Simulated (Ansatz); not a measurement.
# Quasi-harmonic thermodynamics of Cu (Copper, Fm-3m), part 4 of 4

How much does Cu (Copper) expand with temperature?

Experimental results on record:
- heat capacity C_P per formula unit 24.5 J/mol/K near room temperature (given in “High-Throughput Prediction of Finite-Temperature Properties using the Quasi-Harmonic Approximation”, 2016, arXiv:1603.06924)

Ansatz 0.2.0; DFT PBEsol, scalar-relativistic, plane waves, PAW.

So far, principal linear expansion coefficients at 298 K (× 1e-6/K): step 5 (phonons on strained cells, k-mesh 24×24×24, q-mesh 3×3×3) 14.9; step 7 (k-mesh 12×12×12, q-mesh 6×6×6) 15.3.

### Step 10. The quasi-harmonic study, cutoff 320 eV, q-mesh 6×6×6

The study relaxes the crystal at several strains, solves the phonons on some of them and minimises the free energy at each temperature (static energy, vibrations, the electrons in a metal, and PV under a set pressure); the q-mesh sets how far the force constants reach.

Contents of input.yaml:

```yaml
crystal:
  lattice:
    - [0.0, 1.7855196762, 1.7855196762]
    - [1.7855196762, 0.0, 1.7855196762]
    - [1.7855196762, 1.7855196762, 0.0]
  atoms:
    - { symbol: Cu, position: [0.0, 0.0, 0.0] }
kpoints:
  mp_grid: { grid: [24, 24, 24] }
hamiltonian:
  xc: pbesol
scf:
  occupations: { method: methfessel_paxton, width: 0.2 }
  lower_state_search: "off"
output:
  eigenvalues: true
basis:
  ecutwfc: 320.0
phonons:
  method: dfpt
  qmesh: [6, 6, 6]
  temperatures: { t_max: 1200.0, t_step: 50 }
  thermal_expansion: {}
```

The run is started by

```console
> ansatz run input.yaml --threads 8 --pin off --max-ram 16384MiB --backend cpu --events-out ev --progress --plain --runs-dir out
```

Numbers of over 12 decimals in the logs are rounded to 6 here.

What it wrote:

```text
Warning: basis.ecutwfc = 320 eV is below the records' recommended 420 eV, and the density's cutoff is lower with it unless basis.ecutrho_ratio is high enough to keep the records' density cutoff: compare with a run at a higher cutoff
Warning: basis.ecutrho_ratio = 4 (ecutrho = 1280 eV) is below the records' recommended 1680 eV
The last accepted step is kept in <dir> (removed where the run ends without a failure and the disk answers)
Engine: ansatz 0.2.0, aarch64-unknown-linux-gnu
Pseudopotentials: kind: paw
Pseudopotential: Cu, paw, valence charge 19, recommended cutoff 420 eV (normal), Cu.paw.azcp
Functional definition: PBEsol
  exchange = pbesol_x
  correlation = pbesol_c
Crystal: 1 atoms, lattice volume = 11.385 Å³
Basis set: ecut = 320 eV, 169 PW (Γ), exchange–correlation on 30×30×30 points (8 copies of the dense FFT grid, shifted against one another)
Bands: 14, of which v1, the nominal top of the filled ones, is band 10 counted from 1 (9 counted from 0)
Symmetry: 48 space group operations
Space group: Fm-3m (ITA 225), of the structure as read, at distance tolerance 2.2e-5 Å
k-points: 413 of 13824
Non-local potential: Cu, projectors of the file, l = 0: 3, l = 1: 2, l = 2: 3, l = 3: 1
PAW form: soft (Blöchl's): semilocal exchange-correlation on the pseudo side does not see the compensation charge
PAW frozen core: Cu, regenerated for the run's functional, and the local potential with it (the file was generated under x = pbe(κ = 0.804, μ = 0.219515), c = pbe(β = 0.066725))
PAW one-centre angular grid: Cu, 590 points (default); XC on 64 Gauss nodes
Initial density: superposition of atomic densities (neutral atoms: chi_scale 0, normalization atom), corrected by the library's trained network
Initial wavefunctions: pseudopotential atomic-orbital guess
Functional: x = pbesol(κ = 0.804, μ = 0.123457), c = pbesol(β = 0.046)
SCF iter   1: F=—  HF=-6588.690643 eV  |F-HF|=—  |Δ(HF+E_count)|=         —  Δρ=2.10e-2  dr2=2.47e-2  ethr=1.77e-3  ⟨swp⟩=4.3  Hψ=26317  notcnv=0
preconditioner: auto → none  [metal: Δε(μ)=0.012 eV  Ē_g=17.383 eV  σ=0.200 eV  W_gap=0.05  n_scr=0 (ndim 8)  ℏωp=36.5 eV  f_vac=0.000  D(μ)=0.28/eV (n_scr^D=0)]
SCF iter   2: F=—  HF=-6588.676347 eV  |F-HF|=—  |Δ(HF+E_count)|=   1.43e-2  S|Δr|=    0.00e0  Δρ=6.08e-3  dr2=2.26e-3  ethr=1.30e-4  ⟨swp⟩=2.6  Hψ=12354  notcnv=0
SCF iter   3: F=—  HF=-6588.675949 eV  |F-HF|=—  |Δ(HF+E_count)|=   3.97e-4  S|Δr|=    0.00e0  Δρ=1.34e-3  dr2=9.56e-5  ethr=1.19e-5  ⟨swp⟩=1.0  Hψ=5649  notcnv=0
SCF iter   4: F=—  HF=-6588.675904 eV  |F-HF|=—  |Δ(HF+E_count)|=   4.51e-5  S|Δr|=    0.00e0  Δρ=1.54e-4  dr2=8.25e-7  ethr=5.03e-7  ⟨swp⟩=2.5  Hψ=8059  notcnv=0
[...]
relax step   1: F+E_penalty+E_count = -6588.67590362 eV  Δ(F+E_penalty+E_count) = +0.000e0 eV  max|allowed force component| = 0.000e0 eV/Å  Δτ_max = 0.0000 Å  (7 SCF iters, accepted)
SCF converged after 7 iterations
Stability not checked: this state was not tested for a lower state beside it, because cold or Methfessel-Paxton smearing, or corrected tetrahedra, fill the levels in a way that the test cannot read (fill_not_monotonic; see scf.lower_state_search)
Free energy (F): -6588.675904 eV
Harris-Foulkes:  -6588.675904 eV  (|F-HF|=0.00e0)
Internal energy: -6588.676367 eV  (E = F + TS)
E sigma→0 (E₀):  -6588.676019 eV
Entropy (-TS):   0.000463 eV (0.463 meV/atom)
Fermi energy:    17.357453 eV
--- Per-component energies (eV) ---
  E_band       = -349.128467
  E_kinetic    = 300.316883
  E_local      = -3986.909760  (includes V_loc(G=0)·N_el)
  E_nonlocal   = 397.797396
  E_hartree    = 1757.675879
  E_xc         = -89.124117
  E_vxc        = -115.522071  (∫ρ·V_xc dr)
  E_paw        = -1631.604742  (= ΣΔE_a)
  E_vpaw       = -460.162650  (= ΣTr[D̂ρ^β])
  E_aug_tail   = -0.000003  (compensation charges beyond the density's cutoff)
  E_ewald      = -3337.034106
  E_core_change = 0.206202  (= ΣΔE_core)
  E_smearing   = 0.000463  (= −TS)
  E_closure    = -0.000000  (closes the sum)
  Σ components = -6588.675904   (vs F -6588.675904, Δ=0.00e0)
--- Forces (eV/Å), atoms counted from 1 ---
  atom   1  Cu    -0.00000000     0.00000000    -0.00000000
  max |Σ_I F_I| component: 1.23e-31 eV/Å
--- Stress (GPa, compression-positive) ---
       -0.004527       0.000000      -0.000000
        0.000000      -0.004527      -0.000000
        0.000000      -0.000000      -0.004527
  P = ⅓ Tr σ = -0.0045 GPa (-0.045 kbar)
--- Band table (eV; the first three rows and the last of 413) ---
  k-point 0: bands = [... 6 lower, 14.2029, 14.2029, 15.0900, 15.0900, 40.2517, 43.0374, 43.0374, 43.0374]
  k-point 1: bands = [... 6 lower, 14.2208, 14.2208, 15.0979, 15.0979, 39.9583, 42.0294, 42.8413, 42.8413]
  k-point 2: bands = [... 6 lower, 14.2566, 14.2566, 15.0823, 15.0823, 38.5920, 41.1961, 42.3652, 42.3652]
  k-point 412: bands = [... 6 lower, 13.6577, 15.0517, 15.8749, 23.6720, 23.6720, 25.8579, 26.4383, 46.1090]
── thermal expansion: 3 new cells, 3 in all ──
thermal expansion: relaxation of cell 2
thermal expansion: relaxation of cell 3
── thermal expansion: 2 new cells, 5 in all ──
thermal expansion: relaxation of cell 4
thermal expansion: electrons of cell 4
thermal expansion: phonons of cell 4
thermal expansion: relaxation of cell 5
thermal expansion: electrons of cell 1
thermal expansion: electrons of cell 2
thermal expansion: electrons of cell 3
thermal expansion: electrons of cell 5
thermal expansion: phonons of cell 5
── thermal expansion: 6 new cells, 11 in all ──
thermal expansion: relaxation of cell 6
thermal expansion: relaxation of cell 7
thermal expansion: relaxation of cell 8
thermal expansion: relaxation of cell 9
thermal expansion: relaxation of cell 10
thermal expansion: relaxation of cell 11
thermal expansion: electrons of cell 6
thermal expansion: electrons of cell 7
thermal expansion: electrons of cell 8
thermal expansion: electrons of cell 9
thermal expansion: electrons of cell 10
thermal expansion: electrons of cell 11
thermal expansion: phonons of cell 6
```

The job ended after 26 min (8 threads of Arm Neoverse V2, shared host; peak memory 4.7 GiB).

The run was cut off at its time limit.

The program's message: “Warning: basis.ecutwfc = 320 eV is below the records' recommended 420 eV, and the density's cutoff is lower with it unless basis.ecutrho_ratio is high enough to keep the records' density cutoff: compa …”

### Step 11. Phonons on strained cells, k-mesh 24×24×24, q-mesh 4×4×4

Thermal expansion follows from how the free energy of the vibrations (and of the electrons in a metal) changes with strain, so the program makes strained cells, their phonons and a fit in one run.

input.yaml, the sections that differ from step 10:

```yaml
crystal:
  lattice:
    - [0.0, 1.7819327926, 1.7819327926]
    - [1.7819327926, 0.0, 1.7819327926]
    - [1.7819327926, 1.7819327926, 0.0]
  atoms:
    - { symbol: Cu, position: [0.0, 0.0, 0.0] }
phonons:
  method: fd
  qmesh: [4, 4, 4]
  temperatures: { t_max: 1200.0, t_step: 50 }
  thermal_expansion: {}
# kpoints, hamiltonian, scf, output: as in step 10
# basis: removed
```

What it wrote:

```text
The last accepted step is kept in <dir> (removed where the run ends without a failure and the disk answers)
Engine: ansatz 0.2.0, aarch64-unknown-linux-gnu
Pseudopotentials: kind: paw
Pseudopotential: Cu, paw, valence charge 19, recommended cutoff 420 eV (normal), Cu.paw.azcp
Functional definition: PBEsol
  exchange = pbesol_x
  correlation = pbesol_c
Crystal: 1 atoms, lattice volume = 11.316 Å³
Basis set: ecut = 487.2 eV, 283 PW (Γ), exchange–correlation on 40×40×40 points (8 copies of the dense FFT grid, shifted against one another)
Bands: 14, of which v1, the nominal top of the filled ones, is band 10 counted from 1 (9 counted from 0)
Symmetry: 48 space group operations
Space group: Fm-3m (ITA 225), of the structure as read, at distance tolerance 2.2e-5 Å
k-points: 413 of 13824
Non-local potential: Cu, projectors of the file, l = 0: 3, l = 1: 2, l = 2: 3, l = 3: 1
PAW form: soft (Blöchl's): semilocal exchange-correlation on the pseudo side does not see the compensation charge
PAW frozen core: Cu, regenerated for the run's functional, and the local potential with it (the file was generated under x = pbe(κ = 0.804, μ = 0.219515), c = pbe(β = 0.066725))
PAW one-centre angular grid: Cu, 590 points (default); XC on 64 Gauss nodes
Initial density: superposition of atomic densities (neutral atoms: chi_scale 0, normalization atom), corrected by the library's trained network
Initial wavefunctions: pseudopotential atomic-orbital guess
Functional: x = pbesol(κ = 0.804, μ = 0.123457), c = pbesol(β = 0.046)
SCF iter   1: F=—  HF=-6588.781801 eV  |F-HF|=—  |Δ(HF+E_count)|=         —  Δρ=2.01e-2  dr2=2.33e-2  ethr=1.77e-3  ⟨swp⟩=4.9  Hψ=28511  notcnv=0
preconditioner: auto → none  [metal: Δε(μ)=0.030 eV  Ē_g=17.434 eV  σ=0.200 eV  W_gap=0.12  n_scr=0 (ndim 8)  ℏωp=36.6 eV  f_vac=0.000  D(μ)=0.28/eV (n_scr^D=0)]
SCF iter   2: F=—  HF=-6588.775870 eV  |F-HF|=—  |Δ(HF+E_count)|=   5.93e-3  S|Δr|=    0.00e0  Δρ=1.22e-3  dr2=8.20e-5  ethr=1.22e-4  ⟨swp⟩=2.6  Hψ=11314  notcnv=0  defer=38
SCF iter   3: F=—  HF=-6588.775840 eV  |F-HF|=—  |Δ(HF+E_count)|=   3.04e-5  S|Δr|=    0.00e0  Δρ=8.71e-4  dr2=2.74e-5  ethr=4.32e-7  ⟨swp⟩=2.0  Hψ=9471  notcnv=0  defer=38
SCF iter   4: F=—  HF=-6588.775862 eV  |F-HF|=—  |Δ(HF+E_count)|=   2.25e-5  S|Δr|=    0.00e0  Δρ=1.76e-5  dr2=1.29e-8  ethr=1.44e-7  ⟨swp⟩=1.0  Hψ=5646  notcnv=0  defer=38
SCF iter   5: F=—  HF=-6588.775859 eV  |F-HF|=—  |Δ(HF+E_count)|=   2.99e-6  S|Δr|=    0.00e0  Δρ=1.60e-6  dr2=1.04e-10  ethr=6.77e-11  ⟨swp⟩=2.0  Hψ=9599  notcnv=0  defer=38
SCF iter   6: F=—  HF=-6588.775859 eV  |F-HF|=—  |Δ(HF+E_count)|=  1.46e-11  S|Δr|=    0.00e0  Δρ=2.69e-7  dr2=1.32e-12  ethr=1.00e-12  ⟨swp⟩=6.7  Hψ=26005  notcnv=0
[...]
Fermi energy:    17.530711 eV
--- Per-component energies (eV) ---
  E_band       = -345.645424
  E_kinetic    = 300.605327
  E_local      = -3970.854837  (includes V_loc(G=0)·N_el)
  E_nonlocal   = 391.507627
  E_hartree    = 1749.054268
  E_xc         = -89.385598
  E_vxc        = -115.868645  (∫ρ·V_xc dr)
  E_paw        = -1626.158072  (= ΣΔE_a)
  E_vpaw       = -449.143574  (= ΣTr[D̂ρ^β])
  E_aug_tail   = 0.000144  (compensation charges beyond the density's cutoff)
  E_ewald      = -3343.751280
  E_core_change = 0.206202  (= ΣΔE_core)
  E_smearing   = 0.000359  (= −TS)
  E_closure    = 0.000000  (closes the sum)
  Σ components = -6588.775859   (vs F -6588.775859, Δ=0.00e0)
--- Forces (eV/Å), atoms counted from 1 ---
  atom   1  Cu    -0.00000000     0.00000000    -0.00000000
  max |Σ_I F_I| component: 1.97e-31 eV/Å
--- Stress (GPa, compression-positive) ---
       -0.042993       0.000000       0.000000
        0.000000      -0.042993      -0.000000
        0.000000      -0.000000      -0.042993
  P = ⅓ Tr σ = -0.0430 GPa (-0.430 kbar)
--- Band table (eV; the first three rows and the last of 413) ---
  k-point 0: bands = [... 6 lower, 14.3841, 14.3841, 15.2855, 15.2855, 40.4509, 43.2658, 43.2658, 43.2658]
  k-point 1: bands = [... 6 lower, 14.3973, 14.3973, 15.2800, 15.2800, 40.1500, 42.2393, 43.0404, 43.0404]
  k-point 2: bands = [... 6 lower, 14.4342, 14.4342, 15.2664, 15.2664, 38.7859, 41.4040, 42.5637, 42.5637]
  k-point 412: bands = [... 6 lower, 13.8195, 15.2351, 16.0534, 23.8360, 23.8360, 26.0191, 26.6317, 46.2802]
── thermal expansion: 3 new cells, 3 in all ──
thermal expansion: relaxation of cell 2
thermal expansion: relaxation of cell 3
── thermal expansion: 2 new cells, 5 in all ──
thermal expansion: relaxation of cell 4
thermal expansion: electrons of cell 4
thermal expansion: phonons of cell 4
thermal expansion: relaxation of cell 5
thermal expansion: electrons of cell 1
thermal expansion: electrons of cell 2
thermal expansion: electrons of cell 3
thermal expansion: electrons of cell 5
thermal expansion: phonons of cell 5
── thermal expansion: 7 new cells, 12 in all ──
thermal expansion: relaxation of cell 6
thermal expansion: relaxation of cell 7
thermal expansion: relaxation of cell 8
thermal expansion: relaxation of cell 9
thermal expansion: relaxation of cell 10
thermal expansion: relaxation of cell 11
thermal expansion: relaxation of cell 12
thermal expansion: electrons of cell 6
thermal expansion: electrons of cell 7
thermal expansion: electrons of cell 8
thermal expansion: electrons of cell 9
thermal expansion: electrons of cell 10
thermal expansion: electrons of cell 11
thermal expansion: electrons of cell 12
thermal expansion: phonons of cell 6
thermal expansion: phonons of cell 7
this run last wrote the structure of step 1 to <dir>
--- Relaxed structure (1 steps of the walk, 1 accepted, 0 SCFs on fresh bases) ---
  F+E_penalty+E_count = -6588.77585943 eV   max|allowed force component| = 0.000e0 eV/Å
  atoms:
    - { symbol: Cu, position: [0.0, 0.0, 0.0] }
--- Thermal expansion: 12 cells in 3 rounds, 0 GPa ---
  no lower state was looked for at cell 4: scf.lower_state_search: off
  not told: in the phonons of cell 7: cancelled by the caller after 2 completed SCF iterations
Error: SIGTERM received: cancelled by the caller after 2 completed SCF iterations
[key lines of the parts left out:]
SCF converged after 8 iterations
Free energy (F): -6588.775859 eV
```

Elapsed: 14 min, on 8 threads; peak memory 4.8 GiB.

The run was cut off at its time limit.

The program's message: “cancelled by the caller after 2 completed SCF iterations”

### Step 12. Results

```yaml
settings_of_these_figures: PBEsol, 487.2 eV, k 12×12×12, q 6×6×6
volume_expansion_coefficient_at_298_k: 45.77 1e-6/K
c_p_at_298_k: 24.38 J/mol-atom/K
entropy_at_298_k: 32.01 J/mol-atom/K
isothermal_bulk_modulus_at_298_k: 156.1 GPa
grueneisen_parameter_at_298_k: 2.082
volume_at_298_k: 11.47 Å³/atom
principal_linear_expansion_coefficients_at_298_k: 15.26, 15.26, 15.26 1e-6/K
```

Near room temperature Cu (Copper) expands by 45.8 × 10⁻⁶/K in volume by PBEsol, with C_P = 24.4 J/(mol K) per mole of atoms and B_T = 156 GPa. C_P at room temperature is 98 % of the classical 3R an atom; C_V is 95 %, and the rest is expansion work. In this metal the study includes the electrons' free energy, which adds a term that grows with temperature, so the heat capacities need not level off at 3R. A measured heat capacity per formula unit near room temperature is 24.5 J/mol/K (arXiv:1603.06924); the calculated 24.4 J/mol/K agrees within half a per cent. Changing the q-mesh and k-mesh moves the volume expansion at 298 K between 44.9 and 45.8 × 10⁻⁶/K, while the CPU time spans a factor of 1.1. The PAW files were made for PBE and are used here under another functional, for which the program regenerates the frozen cores.

[Logs are printed without paths, hosts, clocks, repeated set-up lines and the standing remarks that a program may print on its own settings, such as how far it seeks lower states.]

[Hosts, paths, dates, database ids (printed as entryN), source tags and the programs' standing remarks are cut or masked in the printed files.]

[A step with changed settings may run another functional than the one named; its input shows which.]
